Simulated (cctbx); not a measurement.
## Solving a structure by charge flipping

Cell a = 5.8730 Å, b = 5.8730 Å, c = 4.8990 Å, α = 90.00°, β = 90.00°, γ = 120.00°; space group P6/mmm (no. 191); content Dy1 Cd5.

The data are simulated with cctbx, not measured: Ag Kα, λ = 0.56087 Å, to d = 0.75 Å, 70 % of the full sphere, strongest reflection 20000 counts, noise from counting, a 2 % proportional error and a noise floor of 4 counts (s.d.); no absorption.

Charge flipping in P1 on plain amplitudes to 0.8 Å, δ = 1.2 σ, 30 % of the reflections treated as weak, 150 cycles:

```text
cycle      R  skewness
    0  0.575     0.36
   12  0.243     4.86
   24  0.230     4.43
   36  0.265     4.12
   48  0.241     4.07
   60  0.254     4.22
   72  0.249     3.86
   84  0.239     3.96
   96  0.232     3.90
  108  0.232     3.96
  120  0.222     3.89
  132  0.227     3.99
  144  0.223     4.06
origin shift          correlation  skewness
 0.079  0.025  0.150      0.940      7.33
 0.410  0.692  0.154      0.924      6.37
 0.053  0.629  0.204      0.865      1.12
 0.706  0.977  0.204      0.863      0.85
taken: symmetry correlation 0.940, skewness 7.33
peak      x       y       z  mult  height/sigma
Q1    0.0000  0.0000  0.0000    1     18.9
Q2    0.3333  0.6667  0.0000    2     11.9
Q3    0.0000  0.5000  0.5000    3     11.7
Q4    0.0000  0.1715  0.1039   12      0.9
Q5    0.0000  0.5000  0.1032    6      0.8
Q6    0.0000  0.3056  0.4033   12      0.8
Q7    0.3333  0.6667  0.5000    2      0.8
Q8    0.1709  0.3418  0.1629   12      0.6
```

The origin is taken among those within 0.04 of the best correlation, by the skewness of the map.

Run time: 0.58 s on 1 thread of Arm Neoverse V1, on a shared host, peak memory 0.07 GiB.

**Question.** Which peaks are atoms, and which elements?

Heights go roughly as Z and multiplicities must add up to the content. First model: Q1 = Dy1 (1 in the cell, height 18.9), Q2 = Cd1 (2 in the cell, height 11.9) and Q3 = Cd2 (3 in the cell, height 11.7). Against the true structure, Q1 is Dy, Q2 is Cd and Q3 is Cd; the other peaks are not atoms.

Least squares on F², isotropic:

```text
Rint 0.022, 99 unique reflections to 0.75 A
cycle     R1     wR2    GooF  max shift (A)
   1  0.0528  0.1097   7.798   0.00000
   2  0.0210  0.0480   3.410   0.00000
final R1 0.0210 wR2 0.0480 GooF 3.410  parameters 3  data/parameter 33.0
atom        x        y        z      Ueq    occ   su(xyz)  su(Uiso or U11)
Dy1    0.00000  0.00000  0.00000   0.0138  1.000  0.00000  0.0003
Cd1    0.33333  0.66667  0.00000   0.0163  1.000  0.00000  0.0003
Cd2    0.00000  0.50000  0.50000   0.0174  1.000  0.00000  0.0003
difference map: max 2.56 min -3.15 rms 0.29
Q1    0.0944  0.5472  0.5000    6    2.83  0.48 A from Cd2
Q2    0.0000  0.0000  0.0889    2    1.34  0.44 A from Dy1
Q3    0.0661  0.4373  0.3444   24    0.52  1.01 A from Cd2
Q4    0.2783  0.5566  0.5000    6    0.50  1.50 A from Cd2
Q5    0.3333  0.6667  0.0676    4    0.43  0.33 A from Cd1
```

Anisotropic refinement:

```text
Rint 0.022, 99 unique reflections to 0.75 A
cycle     R1     wR2    GooF  max shift (A)
   1  0.0210  0.0480   3.484   0.00000
   2  0.0069  0.0131   0.950   0.00000
final R1 0.0069 wR2 0.0131 GooF 0.950  parameters 7  data/parameter 14.1
atom        x        y        z      Ueq    occ   su(xyz)  su(Uiso or U11)
Dy1    0.00000  0.00000  0.00000   0.0138  1.000  0.00000  0.0001
Cd1    0.33333  0.66667  0.00000   0.0162  1.000  0.00000  0.0001
Cd2    0.00000  0.50000  0.50000   0.0175  1.000  0.00000  0.0002
difference map: max 0.39 min -0.36 rms 0.09
Q1    0.0000  0.2051  0.0000    6    0.41  1.20 A from Dy1
Q2    0.3333  0.6667  0.4071    4    0.31  1.76 A from Cd2
Q3    0.1453  0.2907  0.0000    6    0.27  1.48 A from Dy1
Q4    0.2507  0.5015  0.0656   12    0.23  0.90 A from Cd1
Q5    0.1110  0.2220  0.3074   12    0.22  1.88 A from Dy1
Q6    0.3333  0.6667  0.2510    4    0.20  1.23 A from Cd1
```

**Reading.** The refinement ends at R1 = 0.0069, wR2 = 0.0131, GooF = 0.95, with difference density between -0.36 and 0.39 e/Å³. Every site matches the true model in element, within 0.001 Å r.m.s., up to an allowed shift of origin.

True model:

| atom | mult. | x | y | z | Ueq (Å²) |
| --- | --- | --- | --- | --- | --- |
| Dy1 | 1 | 0 | 0 | 0 | 0.0139 |
| Cd1 | 3 | 0 | 1/2 | 1/2 | 0.0176 |
| Cd2 | 2 | 2/3 | 1/3 | 0 | 0.0164 |

The model was made for the exercise: a known structure type with other elements put in, its volume estimated, not relaxed; displacement parameters are assumed.

[Middle refinement cycles are left out of these outputs.]

[Logs are printed without paths, hosts, clocks, repeated set-up lines and the standing remarks that a program may print on its own settings, such as how far it seeks lower states.]
